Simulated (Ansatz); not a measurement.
# LiNb3: relaxing a made-up structure, part 2 of 2

Starting from a made-up structure for LiNb3, the aim is the relaxed cell, its shortest contacts and, where a second run follows, its electronic structure.

Ansatz 0.2.0; DFT, PBE, plane-wave PAW, files of the set soft_1, scalar-relativistic, no spin, cell and ions relaxed at zero pressure; PAW set soft_1 (the session's first sound run).

So far: The starting structure; Relaxation of the guess.

## Step 2: Relaxation of the guess (continued)

Step by step:

| step | energy less that of the first step (eV) | largest force component (eV/Å) | pressure (GPa) | volume (Å³) |
| --- | --- | --- | --- | --- |
| 1 | 0.0000 | 0.0000 | -9.24 | 74.65 |
| 2 | -0.1920 | 0.0000 | 3.92 | 66.34 |
| 3 | -0.2734 | 0.0000 | 0.29 | 68.06 |
| 4 | -0.3651 | 0.0000 | -0.04 | 68.14 |
| 5 | -0.4043 | 0.0000 | 0.93 | 67.70 |
| 6 | -0.4057 | 0.0000 | -0.07 | 68.22 |
| 7 | -0.4057 | 0.0000 | 0.00 | 68.19 |
| 8* | -0.4056 | 0.0000 | 0.00 | 68.19 |

Relaxation steps marked * repeat the geometry before them on a plane-wave basis chosen anew for their cell, so energy and pressure can jump there.

The run keeps the 16 symmetry operations that it works with, so distortions that break them were not tested.

| cell as run | before | after | change |
| --- | --- | --- | --- |
| a (Å) | 4.304 | 4.496 | +4.5 % |
| b (Å) | 4.304 | 4.496 | +4.5 % |
| c (Å) | 4.030 | 3.373 | -16.3 % |
| volume (Å³/atom) | 18.66 | 17.05 | -8.7 % |

The relaxed structure:

```cif
data_structure
_symmetry_space_group_name_H-M 'P 1'
_symmetry_Int_Tables_number 1
_cell_length_a 4.4961
_cell_length_b 4.4961
_cell_length_c 3.3730
_cell_angle_alpha 90.000
_cell_angle_beta 90.000
_cell_angle_gamma 90.000
_cell_volume 68.19
loop_
_atom_site_label
_atom_site_type_symbol
_atom_site_fract_x
_atom_site_fract_y
_atom_site_fract_z
_atom_site_occupancy
Nb1 Nb 0.50000 0.50000 0.00000 1
Nb2 Nb 0.50000 0.00000 0.50000 1
Nb3 Nb 0.00000 0.50000 0.50000 1
Li4 Li 0.00000 0.00000 0.00000 1
```

Numbers from this step:

```
free energy             : -13860.4713 eV
energy at zero smearing : -13860.4570 eV
smearing term TS        : 0.02854 eV
Fermi energy            : 14.58 eV
electrons               : 42
symmetry operations     : 16
pressure                : -0.002069 GPa
```

Shortest distances by pair of elements, guess and relaxed (not always the same contact):

```
 pair  guess (Å)  relaxed (Å)
Nb–Nb      2.948        2.810
Li–Nb      2.948        2.810
Li–Li      4.030        3.373
```

The relaxation ends with a pressure of 0.00 GPa.

## Step 3: Electronic structure of the relaxed cell

With the geometry fixed, one more self-consistent run, with a narrower smearing and the mesh shown in its input, gives the bands, and its pressure, and its forces where symmetry allows any, show how far the geometry depends on these settings.

This step: DFT, PBE, plane-wave PAW, files of the set soft_1, scalar-relativistic, no spin, bands and density of states at the relaxed cell; PAW set soft_1 (Ansatz 0.2.0).

Contents of input.yaml:

```yaml
crystal:
  lattice:
    - [4.4961319732, 0.0, 0.0]
    - [0.0, 4.4961319732, 0.0]
    - [0.0, 0.0, 3.3730266921]
  atoms:
    - { symbol: Nb, position: [0.5, 0.5, 0.0] }
    - { symbol: Nb, position: [0.5, 0.0, 0.5] }
    - { symbol: Nb, position: [0.0, 0.5, 0.5] }
    - { symbol: Li, position: [0.0, 0.0, 0.0] }
kpoints:
  mp_grid: { grid: [8, 8, 10] }
  band_path:
    path:
      - [[0.0, 0.0, 0.0], [0.0, 0.5, 0.0], [0.5, 0.5, 0.0], [0.0, 0.0, 0.0], [0.0, 0.0, 0.5], [0.0, 0.5, 0.5], [0.5, 0.5, 0.5], [0.0, 0.0, 0.5]]
      - [[0.0, 0.5, 0.0], [0.0, 0.5, 0.5]]
      - [[0.5, 0.5, 0.0], [0.5, 0.5, 0.5]]
    npoints: 8
scf:
  occupations: { method: fermi_dirac, width: 0.03 }
  n_extra_bands: 8
hamiltonian:
  xc: pbe
  pseudopotentials: { kind: paw, azcp: { folder: soft_1 } }
output:
  forces: true
  stress: true
  write_bands: true
  dos: { projected: true }
  write_density: true
  write_potential: true
  elf: true
  volumetric_format: npy
```

Started as:

```console
ansatz run input.yaml --threads 4 --pin off --max-ram 8192MiB --backend cpu --events-out ev --progress --plain --runs-dir out
```

Numbers of over 12 decimals in the logs are rounded to 6 here.

The program printed:

```text
[...]
Crystal: 4 atoms, lattice volume = 68.186 Å³
Basis set: ecut = 420 eV, 1339 PW (Γ), exchange–correlation on 64×64×48 points (8 copies of the dense FFT grid, shifted against one another)
Bands: 29, of which v1, the nominal top of the filled ones, is band 21 counted from 1 (20 counted from 0)
Symmetry: 16 space group operations
[...]
k-points: 90 of 640
[...]
SCF iter   1: F=—  HF=-13862.572802 eV  |F-HF|=—  |Δ(HF+E_count)|=         —  Δρ=7.97e-2  dr2=6.24e0  ethr=3.10e-3  ⟨swp⟩=5.8  Hψ=9231  notcnv=0
[...]
SCF iter   8: F=-13860.448254 eV  HF=-13860.448254 eV  |F-HF|=1.71e-9  |Δ(HF+E_count)|=   6.07e-8  Δρ=4.23e-6  dr2=1.18e-8  ethr=2.38e-10  ⟨swp⟩=12.1  Hψ=15955  notcnv=0
SCF 1 converged in 8 iterations: F = -13860.448254 eV  dr2 = 1.18e-8
[...]
NSCF: frozen V_eff on 75 k-points
SCF converged after 8 iterations
Free energy (F): -13860.448254 eV
[...]
Internal energy: -13860.436030 eV  (E = F + TS)
E sigma→0 (E₀):  -13860.442142 eV
Entropy (-TS):   -0.012223 eV (-3.056 meV/atom)
Fermi energy:    14.517970 eV
[...]
--- Stress (GPa, compression-positive) ---
        0.030109       0.000000       0.000000
        0.000000       0.030109       0.000000
        0.000000       0.000000       0.218618
  P = ⅓ Tr σ = 0.0929 GPa (0.929 kbar)
--- Band table (eV; the first three rows and the last of 90) ---
  k-point 0: bands = [... 17 lower, 12.5701, 13.0269, 13.0269, 16.4096, 16.4096, 16.6024, 16.6767, 16.6767, ... 4 higher]
  k-point 1: bands = [... 17 lower, 12.5932, 13.0213, 13.0213, 15.7195, 15.7195, 16.6796, 17.2105, 17.2105, ... 4 higher]
  k-point 2: bands = [... 17 lower, 12.6552, 13.0082, 13.0082, 15.0252, 15.0252, 16.8973, 17.1827, 17.1827, ... 4 higher]
  k-point 89: bands = [... 17 lower, 12.9389, 14.8728, 14.8728, 15.4839, 16.0502, 16.0502, 16.1433, 17.0134, ... 4 higher]
```

Run time: 3.4 s. Hardware: 4 threads of Arm Neoverse V2, shared host; peak memory 0.44 GiB; 13 s of CPU time.

Numbers from this step:

| Quantity | Value |
| --- | --- |
| free energy | -13860.4483 eV |
| energy at zero smearing | -13860.4421 eV |
| smearing term TS | 0.01222 eV |
| Fermi energy | 14.52 eV |
| pressure | 0.09295 GPa |

From bands.tsv, the bands that come nearest the Fermi level along the path, at its corners, in eV from the Fermi level:

```tsv
point	band 17	band 18	band 19	band 20	band 21	band 22	band 23	band 24
Γ	-2.76	-1.95	-1.49	-1.49	1.89	1.89	2.08	2.16
X	-2.01	-1.26	-0.87	-0.18	-0.08	0.37	0.72	1.30
M	-1.77	-1.07	-1.07	0.21	0.58	0.88	0.93	0.93
Γ	-2.76	-1.95	-1.49	-1.49	1.89	1.89	2.08	2.16
Z	-1.60	-1.60	-1.33	-0.11	-0.11	0.11	0.91	1.12
R	-1.43	-1.37	-1.16	-0.75	-0.55	-0.06	0.31	1.32
A	-2.74	-1.58	0.35	0.35	0.97	1.53	1.53	1.63
Z	-1.60	-1.60	-1.33	-0.11	-0.11	0.11	0.91	1.12
X	-2.01	-1.26	-0.87	-0.18	-0.08	0.37	0.72	1.30
R	-1.43	-1.37	-1.16	-0.75	-0.55	-0.06	0.31	1.32
M	-1.77	-1.07	-1.07	0.21	0.58	0.88	0.93	0.93
A	-2.74	-1.58	0.35	0.35	0.97	1.53	1.53	1.63
```

Counts of states for the cell as run, both spins, by energy window (eV from the Fermi level):

```csv
from,to,total
-8,-7,0.00
-7,-6,0.00
-6,-5,0.07
-5,-4,0.46
-4,-3,1.52
-3,-2,4.61
-2,-1,4.57
-1,0,4.77
0,1,3.34
1,2,3.57
```

Below -8 eV lie 26.0 more states.

Electrostatic potential energy in the ac plane at fractional y = 0.000, with atoms of Nb and Li within 0.2 Å of it. With pseudopotentials it is smooth inside the atoms' cores, unlike the true potential.

Values in eV, 10 rows by 14 columns, each cell a mean:
```
-18  -7   8  15  16  15  14  14  15  16  16  13   3 -13
  1   7  13  14  13  10   5   4   7  11  14  14  11   4
 14  15  15  13   8  -5 -19 -22 -14   1  10  14  15  14
 17  17  16  11  -2 -27 -46 -49 -40 -17   4  14  16  17
 18  17  16   9  -9 -38 -53 -54 -50 -26   0  13  17  18
 18  17  16  10  -6 -33 -51 -53 -46 -22   2  13  16  17
 16  16  15  12   4 -15 -32 -36 -26  -7   8  14  16  16
  8  11  14  14  12   5  -2  -4   1   8  13  14  13  10
-11  -2  10  15  15  14  12  12  13  14  15  14   6  -6
-26 -12   6  15  16  16  16  16  16  17  16  13  -1 -19
```
Columns run along a (4.5 Å; values clipped at the 3rd and 97th percentile), rows up along c (3.4 Å). Atoms in or near the plane, at fractional coordinates: Nb at (0.50, 0.50), Li at (0.00, 0.00).

ELF in the ac plane at fractional y = 0.000, with atoms of Nb and Li within 0.2 Å of it. It is the smooth field of the valence electrons, not physical close to the nuclei.

Ten even steps from '0' (0.05) to '9' (0.93), each cell a mean:
```
83023322233005
00011122111100
11211356420121
55313676751145
76314741672246
65313754762246
33211577631133
00111133211100
41022222222102
95024444443018
```
Columns run along a (4.5 Å), rows up along c (3.4 Å). Atoms in or near the plane, at fractional coordinates: Nb at (0.50, 0.50), Li at (0.00, 0.00).

Valence density in the ac plane at fractional y = 0.000, with atoms of Nb and Li within 0.2 Å of it. It is the smooth field of the valence electrons, not physical close to the nuclei.

Ten even steps from '_' (0.1 e/Å³) to '@' (7.9 e/Å³), each cell a mean:
```
++..______________________--
____________________________
____________::::..__________
__________::++++==..________
________..==****++::________
__________--****++::________
__________..--==::__________
____________________________
--________________________..
@@--______________________**
```
Columns run along a (4.5 Å), rows up along c (3.4 Å). Atoms in or near the plane, at fractional coordinates: Nb at (0.50, 0.50), Li at (0.00, 0.00).

## Step 4: What came out

```json
{
 "space group, relaxed": "P4/mmm",
 "conventional cell": "a = 4.496, b = 4.496, c = 3.373 Å; α = 90.0°, β = 90.0°, γ = 90.0°",
 "volume per atom": "17.05 Å³ (guess 18.66)"
}
```

**Reading.** LiNb3 relaxes to P4/mmm with a = 4.496, b = 4.496 and c = 3.373 Å. The guessed volume was 9 % too large. The space group P4/mmm was held in the relaxation, so the end point is a stationary structure within it and may be a saddle against distortions or other arrangements. Bands cross the Fermi level, so it is a metal or semimetal at this level. On the 8×8×10 mesh with the narrower smearing (relaxed on 6×6×7) the forces vanish, as symmetry may demand, and the largest stress component is 0.219 GPa, against the relaxation's thresholds of 0.015 eV/Å and 0.05 GPa. The cutoff wasn't tested. A vector of the cell changed its length by 16 %, more than the volume shows. No dispersion term is used, so weakly bound directions may come out too long. The runs have no spin, and magnetism wasn't tested. Nothing here tests whether the compound is stable against decomposition.

[Logs are printed without paths, hosts, clocks, repeated set-up lines and the standing remarks that a program may print on its own settings, such as how far it seeks lower states.]

[Hosts, paths, dates, database ids (printed as entryN), source tags and the programs' standing remarks are cut or masked in the printed files.]
